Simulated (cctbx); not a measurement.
## A crystallographic session in cctbx: Ca2Pd2Au

Library: cctbx 2025.11. The data are simulated by the first script.

## 1. Simulate the data

run.py:

```python
from cctbx import adptbx, crystal, miller, sgtbx, xray
from cctbx.array_family import flex
from iotbx.shelx import hklf
from scitbx import matrix
import scitbx.random

cs = crystal.symmetry(unit_cell=(4.51, 5.72, 8.525, 90, 90, 90), space_group_symbol='Hall: -I 2 2')  # Immm
atoms = [  # label, site, U (iso, or U11 U22 U33 U12 U13 U23 in A^2), occupancy
    ("Au1", (0, 0, 0), (0.0092, 0.0084, 0.0052, 0.0000, 0.0000, 0.0000), 1),
    ("Pd1", (0.5, 0.2539, 0), (0.0072, 0.0074, 0.0072, 0.0000, 0.0000, 0.0000), 1),
    ("Ca1", (0, 0.5, 0.7951), (0.0135, 0.0144, 0.0113, 0.0000, 0.0000, 0.0000), 1),
]
xs = xray.structure(crystal_symmetry=cs)
for label, site, u, occ in atoms:
    u = adptbx.u_cif_as_u_star(cs.unit_cell(), u) if isinstance(u, tuple) else u
    xs.add_scatterer(xray.scatterer(label, site=site, u=u, occupancy=occ))
xs.set_inelastic_form_factors(0.4959, "sasaki")
xs.show_summary()
p1 = xs.expand_to_p1()
ms = miller.build_set(p1, anomalous_flag=True, d_min=0.65)
flex.set_random_seed(780393)
scitbx.random.set_random_seed(780393)
ms = ms.select(flex.random_double(ms.size()) < 0.5)
i = ms.structure_factors_from_scatterers(p1, algorithm="direct").f_calc().as_intensity_array().data()
i = i / flex.sqrt(1 + 0.1 * i / flex.max(i))  # extinction
i = i * 70000 / flex.max(i)
sig = flex.sqrt(i + flex.pow2(0.04 * i) + 2 ** 2)
noise = scitbx.random.variate(scitbx.random.normal_distribution())(i.size())
data = ms.array(data=i + sig * noise, sigmas=sig).set_observation_type_xray_intensity()
with open("data.hkl", "w") as f:
    data.export_as_shelx_hklf(f)
print("reflections written:", data.size(), " <I/sigma> = %.1f" % flex.mean(data.data() / data.sigmas()))
for h, a, b in list(data.sort("data"))[:12]:
    print("%4d%4d%4d %9.1f %7.1f" % (h + (a, b)))
```

```console
$ python run.py
```

```text
Number of scatterers: 3
At special positions: 3
Unit cell: (4.51, 5.72, 8.525, 90, 90, 90)
Space group: I m m m (No. 71)
reflections written: 1664  <I/sigma> = 10.2
  -2   0   0   72100.0  2812.5
   2   0   0   70360.2  2812.5
  -1  -2   1   60816.4  2240.6
  -1   2   1   59461.4  2240.6
   1  -2   1   56907.8  2240.6
   1   2  -1   55224.3  2240.6
   0   0   2   47100.1  1849.6
   0  -4   0   46543.6  1714.1
   0   4   0   41581.6  1714.1
   1   2  -5   41161.2  1693.5
   2   0  -4   38945.3  1608.7
  -2   0   4   38470.2  1608.7
```

Run time: 0.22 s on 1 thread of Arm Neoverse V2 (shared host), peak memory 0.07 GiB.

## 2. Refinement (right model, isotropic)

run.py:

```python
import math
from cctbx import adptbx, crystal, maptbx, sgtbx, xray
from cctbx.array_family import flex
from cctbx.xray import observations
from iotbx.shelx import hklf
from scitbx.lstbx import normal_eqns_solving
from smtbx import absolute_structure, utils
from smtbx.refinement import constraints, least_squares

cs = crystal.symmetry(unit_cell=(4.51, 5.72, 8.525, 90, 90, 90), space_group_symbol='Hall: -I 2 2')  # Immm
atoms = [  # label, site, U (iso, or U11 U22 U33 U12 U13 U23 in A^2), occupancy
    ("Au1", (0, 0, 0), 0.0200, 1),
    ("Pd1", (0.5, 0.2404, 0), 0.0200, 1),
    ("Ca1", (0, 0.5, 0.8028), 0.0200, 1),
]
xs = xray.structure(crystal_symmetry=cs)
for label, site, u, occ in atoms:
    u = adptbx.u_cif_as_u_star(cs.unit_cell(), u) if isinstance(u, tuple) else u
    xs.add_scatterer(xray.scatterer(label, site=site, u=u, occupancy=occ))
xs.set_inelastic_form_factors(0.4959, "sasaki")
raw = hklf.reader(file_name="data.hkl").as_miller_arrays(crystal_symmetry=cs, anomalous=True)[0]
merged = raw.eliminate_sys_absent().merge_equivalents()
fo2 = merged.array().set_observation_type_xray_intensity()
print("Rint %.3f, %d unique reflections to %.2f A" % (merged.r_int(), fo2.size(), fo2.d_min()))
for sc in xs.scatterers():
    sc.flags.set_grad_site(True)
    sc.flags.set_grad_u_aniso(sc.flags.use_u_aniso())
    sc.flags.set_grad_u_iso(sc.flags.use_u_iso())
obs = fo2.as_xray_observations()
extra = {}
rep = constraints.reparametrisation(xs, [], utils.connectivity_table(xs), **extra)
ls = least_squares.crystallographic_ls(obs, rep, weighting_scheme=least_squares.mainstream_shelx_weighting(a=0, b=0))
print("cycle     R1     wR2    GooF  max shift (A)")
for cycle in range(8):
    ls.build_up()
    r1, wr2, goof = ls.r1_factor(cutoff_factor=2)[0], ls.wR2(), ls.goof()
    old = xs.sites_cart()
    normal_eqns_solving.levenberg_marquardt_iterations(ls, n_max_iterations=3, tau=1e-06, step_threshold=1e-7)
    big = flex.max((xs.sites_cart() - old).norms())
    print("%4d %7.4f %7.4f %7.3f %9.5f" % (cycle + 1, r1, wr2, goof, big))
    ls.build_up(objective_only=True)
    if abs(ls.wR2() - wr2) < 5e-5 and big < 5e-4:
        break
ls.build_up()
print("final R1 %.4f wR2 %.4f GooF %.3f  parameters %d  data/parameter %.1f" % (ls.r1_factor(cutoff_factor=2)[0], ls.wR2(), ls.goof(), ls.n_parameters, fo2.size() / ls.n_parameters))
cov = ls.covariance_matrix_and_annotations()
su = dict(zip(cov.annotations, (math.sqrt(max(v, 0)) for v in cov.matrix.matrix_packed_u_diagonal())))
a2 = cs.unit_cell().reciprocal_parameters()[0] ** -2
print("atom        x        y        z      Ueq    occ   su(xyz)  su(Uiso or U11)")
for sc in xs.scatterers():
    s = max(su.get(sc.label + k, 0) for k in (".x", ".y", ".z"))
    npd = "" if sc.is_positive_definite_u(cs.unit_cell()) else "  NPD"
    print("%-5s %8.5f %8.5f %8.5f %8.4f %6.3f %8.5f %7.4f%s" % ((sc.label,) + sc.site + (sc.u_iso_or_equiv(cs.unit_cell()), sc.occupancy, s, su.get(sc.label + ".uiso", su.get(sc.label + ".u11", 0) * a2), npd)))
fo = fo2.f_sq_as_f()
fc = fo.structure_factors_from_scatterers(xs, algorithm="direct").f_calc()
diff = fo.f_obs_minus_f_calc(1 / math.sqrt(ls.scale_factor()), fc).average_bijvoet_mates()
m = diff.fft_map(symmetry_flags=maptbx.use_space_group_symmetry, resolution_factor=0.25).apply_volume_scaling()
print("difference map: max %.2f min %.2f rms %.2f" % (m.statistics().max(), m.statistics().min(), m.statistics().sigma()))
peaks = m.peak_search(parameters=maptbx.peak_search_parameters(min_distance_sym_equiv=0.6, max_clusters=6)).all()
near = xs.closest_distances(peaks.sites(), distance_cutoff=4)
sps = cs.special_position_settings(min_distance_sym_equiv=0.5)
for k, (x, h) in enumerate(zip(peaks.sites(), peaks.heights())):
    ss = sps.site_symmetry(x)
    print("Q%-3d %7.4f %7.4f %7.4f %4d %7.2f  %.2f A from %s" % ((k + 1,) + tuple(t % 1 for t in ss.exact_site()) + (ss.multiplicity(), h, near.smallest_distances[k], xs.scatterers()[near.i_seqs[k]].label)))
```

```console
$ python run.py
```

```text
Rint 0.028, 252 unique reflections to 0.65 A
cycle     R1     wR2    GooF  max shift (A)
   1  0.2123  0.4841  17.516   0.07740
   2  0.0269  0.0906   3.278   0.00037
final R1 0.0269 wR2 0.0906 GooF 3.278  parameters 5  data/parameter 50.4
atom        x        y        z      Ueq    occ   su(xyz)  su(Uiso or U11)
Au1    0.00000  0.00000  0.00000   0.0075  1.000  0.00000  0.0002
Pd1    0.50000  0.25393  0.00000   0.0072  1.000  0.00017  0.0003
Ca1    0.00000  0.50000  0.79472   0.0141  1.000  0.00028  0.0004
difference map: max 5.54 min -8.82 rms 0.46
Q1    0.0903  0.0000  0.0000    4    5.67  0.41 A from Au1
Q2    0.0000  0.0000  0.1082    4    1.80  0.92 A from Au1
Q3    0.0000  0.5000  0.1965    4    1.39  0.07 A from Ca1
Q4    0.2041  0.0000  0.1494    8    1.23  1.57 A from Au1
Q5    0.0000  0.5000  0.1061    4    1.16  0.85 A from Ca1
Q6    0.2389  0.5000  0.2798    8    0.96  1.25 A from Ca1
```

Time: 0.37 s.

Figures of merit this high mean that the model is still wrong or incomplete.

## 3. Refinement (right model, anisotropic)

run.py, as its changes from the last script of this kind:

```diff
@@ -12,3 +12,3 @@
-    ("Au1", (0, 0, 0), 0.0200, 1),
-    ("Pd1", (0.5, 0.2404, 0), 0.0200, 1),
-    ("Ca1", (0, 0.5, 0.8028), 0.0200, 1),
+    ("Au1", (0, 0, 0), 0.0075, 1),
+    ("Pd1", (0.5, 0.25393, 0), 0.0072, 1),
+    ("Ca1", (0, 0.5, 0.79472), 0.0141, 1),
@@ -20,0 +21 @@
+xs.convert_to_anisotropic()
```

```console
$ python run.py
```

```text
Rint 0.028, 252 unique reflections to 0.65 A
cycle     R1     wR2    GooF  max shift (A)
   1  0.0269  0.0907   3.322   0.00289
   2  0.0120  0.0272   0.997   0.00000
final R1 0.0120 wR2 0.0272 GooF 0.997  parameters 11  data/parameter 22.9
atom        x        y        z      Ueq    occ   su(xyz)  su(Uiso or U11)
Au1    0.00000  0.00000  0.00000   0.0074  1.000  0.00000  0.0001
Pd1    0.50000  0.25386  0.00000   0.0071  1.000  0.00005  0.0001
Ca1    0.00000  0.50000  0.79506   0.0131  1.000  0.00008  0.0003
difference map: max 0.91 min -1.29 rms 0.24
Q1    0.0000  0.1561  0.0000    4    0.95  0.89 A from Au1
Q2    0.2062  0.0000  0.1411    8    0.91  1.52 A from Au1
Q3    0.0000  0.5000  0.1022    4    0.91  0.88 A from Ca1
Q4    0.2495  0.5000  0.2867    8    0.86  1.32 A from Ca1
Q5    0.0000  0.3695  0.1513    8    0.83  0.88 A from Ca1
Q6    0.0000  0.1350  0.3540    8    0.75  1.40 A from Pd1
```

Time: 0.34 s.

## 4. Refinement

run.py, as its changes from the last script of this kind:

```diff
@@ -14,0 +15 @@
+    ("Ca2", (0.438, 0.091, 0.937), 0.0300, 1),
@@ -21 +21,0 @@
-xs.convert_to_anisotropic()
@@ -35 +35 @@
-for cycle in range(8):
+for cycle in range(12):
```

```console
$ python run.py
```

```text
Rint 0.028, 252 unique reflections to 0.65 A
cycle     R1     wR2    GooF  max shift (A)
   1  0.5103  0.8317  30.339   0.10176
   2  0.1262  0.3101  11.311   0.16181
   3  0.0409  0.1255   4.578   0.69914
   4  0.0284  0.0916   3.340   0.28151
   5  0.0269  0.0906   3.305   0.13276
   6  0.0268  0.0906   3.305   0.10282
   7  0.0268  0.0906   3.305   0.06898
   8  0.0268  0.0906   3.305   0.04695
   9  0.0268  0.0906   3.304   0.03330
  10  0.0268  0.0906   3.304   0.02235
  11  0.0268  0.0906   3.304   0.01248
  12  0.0268  0.0906   3.304   0.00672
final R1 0.0268 wR2 0.0906 GooF 3.304  parameters 9  data/parameter 28.0
atom        x        y        z      Ueq    occ   su(xyz)  su(Uiso or U11)
Au1    0.00000  0.00000  0.00000   0.0075  1.000  0.00000  0.0002
Pd1    0.50000  0.25393  0.00000   0.0072  1.000  0.00017  0.0003
Ca1    0.00000  0.50000  0.79472   0.0141  1.000  0.00029  0.0004
Ca2    0.23489  0.23265  0.87477   1.0000  1.000  0.10910  0.5826
difference map: max 5.57 min -8.77 rms 0.46
Q1    0.0902  0.0000  0.0000    4    5.70  0.41 A from Au1
Q2    0.0000  0.0000  0.1081    4    1.84  0.92 A from Au1
Q3    0.0000  0.5000  0.1965    4    1.44  0.07 A from Ca1
Q4    0.0000  0.5000  0.1057    4    1.21  0.85 A from Ca1
Q5    0.2036  0.0000  0.1494    8    1.19  1.35 A from Ca2
Q6    0.0000  0.4040  0.5000    4    0.92  0.90 A from Pd1
```

Time: 0.86 s.

This run holds a fault made on purpose: spurious atom: Ca2.

## 5. Refinement

run.py, as its changes from the last script of this kind:

```diff
@@ -14,2 +13,0 @@
-    ("Ca1", (0, 0.5, 0.79472), 0.0141, 1),
-    ("Ca2", (0.438, 0.091, 0.937), 0.0300, 1),
@@ -21,0 +20 @@
+xs.convert_to_anisotropic()
```

```console
$ python run.py
```

```text
Rint 0.028, 252 unique reflections to 0.65 A
cycle     R1     wR2    GooF  max shift (A)
   1  0.2021  0.4474  16.254   0.00890
   2  0.1987  0.4350  15.801   0.00000
final R1 0.1987 wR2 0.4350 GooF 15.801  parameters 7  data/parameter 36.0
atom        x        y        z      Ueq    occ   su(xyz)  su(Uiso or U11)
Au1    0.00000  0.00000  0.00000   0.0055  1.000  0.00000  0.0017
Pd1    0.50000  0.25549  0.00000   0.0073  1.000  0.00092  0.0023
difference map: max 85.84 min -16.66 rms 4.34
Q1    0.0000  0.0000  0.0000    2   85.84  0.00 A from Au1
Q2    0.0000  0.5000  0.2043    4   84.02  2.91 A from Pd1
Q3    0.0000  0.2560  0.5000    4   26.08  0.07 A from Pd1
Q4    0.0000  0.5000  0.0000    2   17.48  2.65 A from Pd1
Q5    0.0000  0.2480  0.2983    8   15.87  1.72 A from Pd1
Q6    0.0000  0.0000  0.4104    4    7.03  1.59 A from Pd1
```

Time: 0.38 s.

This run holds a fault made on purpose: atom left out: Ca1.

## 6. Refinement

run.py, as its changes from the last script of this kind:

```diff
@@ -12,2 +12,3 @@
-    ("Au1", (0, 0, 0), 0.0075, 1),
-    ("Pd1", (0.5, 0.25393, 0), 0.0072, 1),
+    ("Au1", (0, 0, 0), 0.0200, 1),
+    ("Pd1", (0.5, 0.1092, 0), 0.0200, 1),
+    ("Ca1", (0, 0.5, 0.7811), 0.0200, 1),
@@ -20 +20,0 @@
-xs.convert_to_anisotropic()
@@ -34 +34 @@
-for cycle in range(12):
+for cycle in range(10):
@@ -38 +38 @@
-    normal_eqns_solving.levenberg_marquardt_iterations(ls, n_max_iterations=3, tau=1e-06, step_threshold=1e-7)
+    normal_eqns_solving.levenberg_marquardt_iterations(ls, n_max_iterations=3, tau=0.0001, step_threshold=1e-7)
```

```console
$ python run.py
```

```text
Rint 0.028, 252 unique reflections to 0.65 A
cycle     R1     wR2    GooF  max shift (A)
   1  0.8888  0.9777  35.375   0.21504
   2  0.8108  0.9490  34.334   0.19999
   3  0.8044  0.9461  34.229   0.00000
   4  0.8045  0.9461  34.231   0.00000
final R1 0.8046 wR2 0.9461 GooF 34.232  parameters 5  data/parameter 50.4
atom        x        y        z      Ueq    occ   su(xyz)  su(Uiso or U11)
Au1    0.00000  0.00000  0.00000   0.0047  1.000  0.00000  0.0079
Pd1    0.50000  0.03664  0.00000   0.2587  1.000  0.29393  0.3826
Ca1    0.00000  0.50000  0.79589   0.0056  1.000  0.00943  0.0178
difference map: max 2065.23 min -129.88 rms 67.48
Q1    0.0000  0.0000  0.0000    2 2065.23  0.00 A from Au1
Q2    0.0000  0.2463  0.5000    4 1085.35  1.24 A from Pd1
Q3    0.0000  0.5000  0.2000    4  227.85  0.04 A from Ca1
Q4    0.0000  0.5000  0.0000    2  126.23  1.74 A from Ca1
Q5    0.0000  0.2618  0.3105    8   71.04  1.64 A from Ca1
Q6    0.0000  0.2453  0.3861    8   63.88  1.58 A from Pd1
```

Run time: 0.46 s on 1 thread of Arm Neoverse V2 (shared host), peak memory 0.09 GiB.

This run holds a fault made on purpose: start far from the minimum.

[Logs are printed without paths, hosts, clocks, repeated set-up lines and the standing remarks that a program may print on its own settings, such as how far it seeks lower states.]
